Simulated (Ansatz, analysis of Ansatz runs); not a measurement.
# Li2SnF6 (P-31m), nudged elastic band: H transfer from F to F (q = 0), part 2 of 2

Aim: the barrier of one jump in Li2SnF6 (P-31m) at charge 0: H transfer from F to F. The model is a cell of 72 host atoms with 1 H put in; H is the atom that moves.

Ansatz 0.2.0; plane-wave PAW DFT, PBEsol; relaxation of all atoms of a defect supercell.

So far. Step 2 (Relaxation of the start point, charge 0): Among the atoms that came to bonding distance: F72–H73 1.30 Å (from 1.78).

### Step 3. Relaxation of the end point, charge 0

The end point is relaxed in the same cell and settings, so that the two energies compare. Atoms more than 3.2 Å from the middle of the hop start where the first relaxation left them, the nearer ones on or close to their ideal places, with small random displacements.

q0_M1.end/input.yaml reads:

```yaml
crystal:
  lattice:
    - [9.92600377, 6.0e-08, 0.0]
    - [-4.96300194, 8.5961714, 0.0]
    - [0.0, 0.0, 9.1294056]
  atoms:
    - { symbol: Li, position: [0.32956656, 0.16222903, 0.25376679] }
    - { symbol: Li, position: [0.16767356, 0.332737, 0.25174147] }
[... 8 atom lines left out ...]
    - { symbol: Li, position: [0.16666667, 0.33333333, 0.75] }
[... 2 atom lines left out ...]
    - { symbol: F, position: [0.33697409, 0.33697409, 0.87334749] }
[... 13 atom lines left out ...]
    - { symbol: Li, position: [0.33333333, 0.66666667, 0.75] }
[... 4 atom lines left out ...]
    - { symbol: F, position: [0.33697409, 0.5, 0.62665251] }
    - { symbol: F, position: [0.16302591, 0.5, 0.87334749] }
[... 22 atom lines left out ...]
    - { symbol: Sn, position: [0.5, 0.5, 0.0] }
[... 7 atom lines left out ...]
    - { symbol: Li, position: [0.66666667, 0.83333333, 0.75] }
    - { symbol: Sn, position: [0.5, 0.5, 0.5] }
    - { symbol: F, position: [0.66302591, 0.66302591, 0.62665251] }
[... 3 atom lines left out ...]
    - { symbol: F, position: [0.5, 0.83697409, 0.62665251] }
    - { symbol: F, position: [0.5, 0.66302591, 0.87334749] }
    - { symbol: H, position: [0.441329, 0.605874, 0.785137] }
basis:
  ecutwfc: 420
  xc_grid: 2
hamiltonian:
  xc: pbesol
kpoints:
  mp_grid: { grid: [1, 1, 1], shift: [0.25, 0.25, 0.25] }
magnetization:
  spin_polarized: true
  initial_magnetization: 1
  spin_locking: { lock_magnetization: hard }
scf:
  occupations: { method: fixed }
  max_iter: 100
output:
  forces: true
relax:
  f_tol: 0.02
  max_steps: 70
  random_displacement: { amplitude: 0.01, seed: 9147 }
```

The run is started by

```bash
> ansatz run input.yaml --threads 4 --pin off --max-ram 14131MiB --backend cpu --events-out ev --progress --plain --runs-dir out
```

Numbers of over 12 decimals in the logs are rounded to 6 here.

The log of the run:

```text
[...]
Crystal: 73 atoms, lattice volume = 778.972 Å³
Basis set: ecut = 420 eV, 15259 PW (Γ), exchange–correlation on 144×144×128 points (8 copies of the dense FFT grid, shifted against one another)
Bands: 322, of which v1, the nominal top of the filled ones, is band 249 counted from 1 (248 counted from 0)
Symmetry: 1 space group operations
k-points: 1
[...]
Starting moments: Σ|m| = 1 μB on 73 of 73 sites
[...]
SCF iter   1: F=—  HF=-89362.870227 eV  |F-HF|=—  |Δ(HF+E_count)|=         —  Δρ=4.65e-2 (↑4.51e-2 ↓4.65e-2)  dr2=4.63e1  dr2_m=1.88e-1  M=1.000 μB ∫|m|=1.084 μB  β_m=0.30  ethr=3.10e-3  ⟨swp⟩=4.0  Hψ=2202  notcnv=0  defer=138
[...]
--- Relaxed structure (12 steps of the walk, 9 accepted, 0 SCFs on fresh bases) ---
  F+E_penalty+E_count = -89345.25665202 eV   max|allowed force component| = 1.177e-2 eV/Å
  atoms:
    - { symbol: Li, position: [0.330097, 0.162690, 0.253987] }
    - { symbol: Li, position: [0.168352, 0.333315, 0.251596] }
    [... 8 atoms left out ...]
    - { symbol: Li, position: [0.155713, 0.327089, 0.758410] }
    [... 2 atoms left out ...]
    - { symbol: F, position: [0.337618, 0.335046, 0.877641] }
    [... 13 atoms left out ...]
    - { symbol: Li, position: [0.309439, 0.688486, 0.746764] }
    [... 4 atoms left out ...]
    - { symbol: F, position: [0.337990, 0.516491, 0.667467] }
    - { symbol: F, position: [0.163130, 0.505872, 0.874121] }
    [... 30 atoms left out ...]
    - { symbol: Li, position: [0.674646, 0.840222, 0.738851] }
    [... 1 atom left out ...]
    - { symbol: F, position: [0.672133, 0.672440, 0.632760] }
    [... 3 atoms left out ...]
    - { symbol: F, position: [0.494792, 0.836226, 0.629204] }
    - { symbol: F, position: [0.496063, 0.646729, 0.864897] }
    - { symbol: H, position: [0.417136, 0.563665, 0.753821] }
[key lines of the parts left out:]
SCF converged after 8 iterations
Magnetization: 1.0000 μB (249.0000 up, 248.0000 down)
Free energy (F): -89345.256652 eV
Fermi energy:    6.161982 (↑ 6.161982, ↓ 2.164658) eV
```

Wall time 5.8 min (4 threads of Arm Neoverse V1, shared host); peak memory 2.4 GiB.

The steps of the relaxation:

| step | energy less that of the first step (eV) | largest force component (eV/Å) |
| --- | --- | --- |
| 1 | 0.0000 | 3.8013 |
| 2 | -1.7812 | 1.6589 |
| 3 | -2.4058 | 1.8057 |
| 4 | -2.5773 | 0.6520 |
| 5 | -2.5739 | 0.8300 |
| 6 | -2.7830 | 0.3885 |
| 7 | -2.7580 | 1.1109 |
| 8 | -2.8211 | 0.2436 |
| 9 | -2.8296 | 0.2244 |
| 10 | -2.8326 | 0.0517 |
| 11 | -2.8206 | 0.1681 |
| 12 | -2.8339 | 0.0118 |

Relaxation steps 5, 7, 11 were tried and not accepted.

The atoms that moved most (Å, from the sites as typed, ahead of the random displacement):

| atom | dx | dy | dz | length |
| --- | --- | --- | --- | --- |
| H73 | -0.031 | -0.363 | -0.286 | 0.463 |
| F33 | -0.072 | 0.142 | 0.373 | 0.405 |
| Li28 | -0.346 | 0.188 | -0.030 | 0.395 |
| Sn66 | 0.140 | -0.011 | -0.133 | 0.193 |
| F72 | 0.042 | -0.140 | -0.077 | 0.165 |
| Sn57 | 0.076 | -0.088 | 0.080 | 0.141 |
| Li65 | 0.045 | 0.059 | -0.102 | 0.126 |
| Li11 | -0.078 | -0.053 | 0.077 | 0.122 |

Neighbours of H73 at the end:

| atom | distance (Å) |
| --- | --- |
| F33 | 1.044 |
| F72 | 1.295 |
| Li28 | 2.002 |
| F14 | 2.293 |
| F67 | 2.462 |
| Li11 | 2.481 |
| F34 | 2.539 |
| Li65 | 2.659 |
| F71 | 2.669 |
| Sn57 | 2.701 |

Among the atoms that came to bonding distance: F33–H73 1.04 Å (from 1.78).

Numbers from this step:

```yaml
free_energy: -89345.2567 eV
total_moment: 1 μB
integral_of_the_absolute_spin_density: 1.039 μB
spin_contamination: 6.15e-4
r_m_s_move_of_the_farther_half_of_the_atoms: 0.02931 Å
largest_move_from_the_ideal_geometry_of_this_structure_a_common_shift_of_the_far_atoms_taken_out: 0.4629 Å
```

The relaxation gained 2.834 eV and ended with a largest force component of 0.012 eV/Å. The end lies within 1 meV of the start.

### Step 4. No path, charge 0

Analysis of the runs above: comparison of two relaxed ends, PBEsol.

It gives:

```
outcome            : both ends relax to one structure
largest difference : 0.01052 Å
energy difference  : 2.05e-4 eV
```

### Step 5. Results

```
outcome : both ends relax to one structure
```

Start and end relaxed into one structure, so no band was run. The largest move in the relaxations was 0.5 Å. This doesn't show that a second stable place is lacking: the end was set up from the relaxed start, and an atom can slide across on the way. Limits: one k-point off the zone centre stands for the whole zone; PBEsol makes the gap too small and tends to spread out bound carriers; spin–orbit coupling, which can matter with heavy atoms, is left out.

[Logs are printed without paths, hosts, clocks, repeated set-up lines and the standing remarks that a program may print on its own settings, such as how far it seeks lower states.]

[Hosts, paths, dates, database ids (printed as entryN), source tags and the programs' standing remarks are cut or masked in the printed files.]
